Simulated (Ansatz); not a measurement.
The compound is SrNbO3 (Pm-3m).

```xyz
5
Lattice="0.0000 -3.9970 0.0000 0.0000 0.0000 3.9970 -3.9970 0.0000 0.0000" Properties=species:S:1:pos:R:3 pbc="T T T"
Sr    0.0000    0.0000    0.0000
Nb   -1.9985   -1.9985    1.9985
O     0.0000   -1.9985    1.9985
O    -1.9985   -1.9985    0.0000
O    -1.9985    0.0000    1.9985
```

 The program's search for lower electronic states was switched off, so nothing shows that the state found is the lowest. PAW set soft_2, made with PBE.

A constrained-RPA run (Ansatz 0.2.0; non-magnetic LDA; Nb t2g, bands v1 to c2, 6×6×6 mesh, medium accuracy) builds 3 functions on bands 4.1 eV wide, with 1.0 electrons in the window. The bare on-site interaction is 10.6 eV and the bare J 0.37 eV.

Question: Estimate U, U′ and J.

On the Nb t2g shell, U = 2.93 eV (28 % of the bare value), U′ = 2.39 eV, J = 0.27 eV.

The parent state is non-magnetic and the interaction static (zero frequency); U depends on the window and the orbitals, so it belongs to this model alone.

[Paths, hosts, dates, memory and timing lines, banners, echoed tables and standing remarks are left out of the program output.]

[Logs are printed without paths, hosts, clocks, repeated set-up lines and the standing remarks that a program may print on its own settings, such as how far it seeks lower states.]

[Runs of the session that timed out or met a known fault of the program may be left out.]

[Hosts, paths, dates, database ids (printed as entryN), source tags and the programs' standing remarks are cut or masked in the printed files.]
